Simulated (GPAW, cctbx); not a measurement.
## Bonding in Al3GaAs4 as X-rays see it

Question: by how much does bonding change the structure factors of Al3GaAs4?

The cell is our own: ordered zincblende alloy in the eight-atom cube, 3 of 4 Ga sites given to Al. All numbers below are calculated.

## Step 1: Find the equilibrium geometry

The density hangs on the geometry, so cell and atoms are relaxed first, with the symmetry held. The cutoff is set higher than for the density because stress converges slowly with plane waves.

Settings: GPAW 26.7.0, PBE, 650 eV, 4×4×4 k-points, Fermi–Dirac width 0.02 eV, BFGS to 0.02 eV/Å.

```text
cell
1.0
     5.735000000    0.000000000    0.000000000
     0.000000000    5.735000000    0.000000000
     0.000000000    0.000000000    5.735000000
Al As Ga
3 4 1
Direct
0.000000000 0.000000000 0.500000000
0.000000000 0.500000000 0.000000000
0.500000000 0.000000000 0.000000000
0.250000000 0.250000000 0.750000000
0.250000000 0.750000000 0.250000000
0.750000000 0.250000000 0.250000000
0.750000000 0.750000000 0.750000000
0.500000000 0.500000000 0.500000000
```

```console
$ OMP_NUM_THREADS=1 mpirun -n 4 gpaw python run.py > gpaw.log
```

```text
BFGS:    0      -36.344689        0.150524
BFGS:    1      -36.345956        0.124393
BFGS:    2      -36.348975        0.028390
BFGS:    3      -36.349015        0.026138
BFGS:    4      -36.349146        0.017539
cell  5.7402 5.7402 5.7402  90.00 90.00 90.00
volume 189.137 A^3, largest force 0.009 eV/A, largest stress 0.12 GPa
```

After 4 steps the volume has changed by +0.3 % and the energy by -0.004 eV; the largest stress left is 0.12 GPa. It took 40 s on 4 cores of Arm Neoverse V2 (shared host), peak memory 0.95 GiB.

Relaxed structure: P-43m (no. 215), a = 5.7402 Å, b = 5.7402 Å, c = 5.7402 Å, α = 90.00°, β = 90.00°, γ = 90.00°.

| atom | mult. | x | y | z |
| --- | --- | --- | --- | --- |
| As1 | 4 | 0.2486 | 0.2486 | 0.7514 |
| Ga1 | 1 | 1/2 | 1/2 | 1/2 |
| Al1 | 3 | 0 | 0 | 1/2 |

## Step 2: Density and charge transfer

X-rays see the whole electron density, so the PAW density is rebuilt with its core regions. Subtracting spherical free atoms from the same code cancels the cores and leaves the deformation density Δρ, the part due to bonding.

Settings: PBE, 600 eV, 4×4×4 k-points, Fermi–Dirac width 0.02 eV; primitive cell of 8 atoms.

```console
$ OMP_NUM_THREADS=1 mpirun -n 4 gpaw python run.py > gpaw.log
```

```text
|iter:   1|       0s |  -36.815779 | -0.48 |       |
|iter:   2|       1s |  -36.726839 | -2.49 | -0.85 |
|iter:   3|       2s |  -36.347970 | -1.78 | -0.88 |
...
|iter:   7|       6s |  -36.348437c| -6.24 | -3.06 |
|iter:   8|       7s |  -36.348440c| -7.63c| -3.80 |
|iter:   9|       8s |  -36.348440c| -8.42c| -4.25c|
```

```text
grid (70, 70, 70)  electrons 202.000  moved by bonding 2.040 e
deformation density beyond 0.5 A of the nuclei: max 0.145, min -0.075 e/A^3
atom        x       y       z   Voronoi charge  moment
As1    0.2486  0.2486  0.7514     -0.186       0.00
As2    0.2486  0.7514  0.2486     -0.186       0.00
As3    0.7514  0.2486  0.2486     -0.186       0.00
As4    0.7514  0.7514  0.7514     -0.186       0.00
Ga5    0.5000  0.5000  0.5000      0.170       0.00
Al6    0.0000  0.0000  0.5000      0.191       0.00
Al7    0.0000  0.5000  0.0000      0.191       0.00
Al8    0.5000  0.0000  0.0000      0.191       0.00
mean inner potential of superposed free atoms 13.683 V
total magnetic moment 0.000 muB
```

Deformation density in a plane through the shortest contact of the As atom at the origin, in 0.01 e/Å³ (clipped at ±99); x from -1.6 to 4.1 Å, y from 2.4 down to -2.4 Å:

```text
  3   .   .   .  -7  -5  -3  -2  -1  -1  -1  -1  -1  -1  -1  -1
  1  -3   .  -2  -5  -4  -2  -2  -2  -2  -2  -1  -1  -1  -1  -1
 -2  -4   0   4   4   1   0  -1  -2  -2  -2  -2  -1  -1  -1  -1
 -1   1   7  13  11   5   2   0  -1  -3  -4  -3  -2  -1  -1  -1
 -1   2   8  11   7   2   2   4   1  -4  -7  -6  -4  -2  -2  -1
 -1   0   1  -1   .  -4   3  10   7  -2  -3   .  -5  -5  -3  -2
 -1  -2  -3  -3   .   .   3  14  10   1   .   .  -2  -7  -5  -3
 -1  -1  -1  -3   .  -3   3  10   7  -1  -3   .  -3  -4  -3  -2
 -1   0   2   1  -2  -3   0   3   1  -2  -3   3   6   5   2   0
 -1   0   1   1   0  -1  -1   0  -1  -1   3  10  14  10   4   1
 -1  -1  -1   0  -1  -1  -1  -1  -1   0   3   8   9   4   1   3
 -1  -1  -1  -1  -1  -1  -1  -1  -1  -1   0   0  -3   .  -4   6
 -1  -1  -1  -1  -1  -1  -1  -1  -1  -1  -2  -4   .   .   .   7
```

Atoms in or within 0.15 Å of the plane: As (0.0, 0.0), As (3.3, -2.3), Al (2.5, 0.0), Al (-0.8, 2.3) Å. Dots mark points within about 0.45 Å of a nucleus; large values next to them are atomic features.

As gains most (-0.19 e) and Al loses most (+0.19 e), as electronegativity suggests. Such charges fall far short of formal ones, since overlapping free atoms already put density on their neighbours. Along the shortest contact from the As atom at the map's origin, As–Al at 2.48 Å, Δρ is +0.14 e/Å³ at the midpoint and highest, +0.14, 1.12 Å from As (points within 0.5 Å of a nucleus left out): a bond charge, the mark of covalency. At the midpoints of other shortest contacts it is +0.11 (As–Ga, 2.50 Å) e/Å³. Point values carry grid noise of about 0.01 e/Å³. The run needed 9 iterations, 14 s.

## Step 3: Structure factors

The Fourier components of Δρ, added to those of the free atoms, give the static X-ray structure factors; the Mott–Bethe relation turns them into the Fourier components V of the potential that fast electrons feel.

```text
static structure factors of the conventional cell: F in electrons, V (Mott-Bethe) in volts
   h  k  l      d  |F| table  |F| free   |F| DFT   change   |V| free  |V| DFT  change %
   0  1  0  5.7402    16.493    16.474    16.452   -0.022     0.278    0.296      6.4
   0  1  1  4.0589    17.153    17.146    17.121   -0.025     0.345    0.355      2.9
   1  1  1  3.3141   126.528   126.642   127.452    0.810     6.107    5.902     -3.3
   0  2  0  2.8701    54.411    54.446    54.863    0.417     1.504    1.420     -5.5
   0  2  1  2.5671    16.817    16.789    16.801    0.012     0.381    0.380     -0.5
   1  2  1  2.3434    15.599    15.553    15.562    0.009     0.346    0.344     -0.5
   0  2  2  2.0295   146.886   146.697   146.273   -0.424     5.516    5.558      0.8
   1  2  2  1.9134    13.623    13.538    13.530   -0.008     0.291    0.292      0.3
   0  3  0  1.9134    17.050    16.960    16.965    0.005     0.406    0.405     -0.1
   0  3  1  1.8152    14.146    14.055    14.090    0.035     0.312    0.310     -0.9
   1  3  1  1.7307   103.101   102.853   102.249   -0.605     3.385    3.429      1.3
   2  2  2  1.6571    45.695    45.639    45.407   -0.232     1.085    1.103      1.7
   0  3  2  1.5920    10.926    10.845    10.849    0.004     0.223    0.222     -0.1
   1  3  2  1.5341    13.166    13.083    13.073   -0.010     0.291    0.292      0.2
```

The largest X-ray change is +0.81 e on 111, 0.6 % of |F|. For electrons V goes as (Z − F)/g², so a change of F counts against Z − F, which is small at low angle and wherever the atoms' terms cancel: |V| of 010 moves by +6.4 % (0.28 to 0.30 V) against -0.1 % in |F|. The tabulated Hartree–Fock atoms differ from the free DFT atoms by up to 0.25 e, so the choice of reference atom matters too.

## Step 4: Answer

Bonding moves 2.04 e in the primitive cell of Al3GaAs4 and changes the structure factors of the conventional cell in the table above by at most 0.81 e (111, 0.6 %), and among reflections above 2 % of the strongest by up to 0.8 % (020). The shortest bond, As–Al, has Δρ = +0.14 e/Å³ at its midpoint, a covalent bond charge. Limits: static density, frozen cores, no spin–orbit coupling.

[Outputs are excerpts: Python notices, other lines and further rows are left out; steps that failed or that the build refused (PBEsol, TPSS) are not shown.]

[Logs are printed without paths, hosts, clocks, repeated set-up lines and the standing remarks that a program may print on its own settings, such as how far it seeks lower states.]
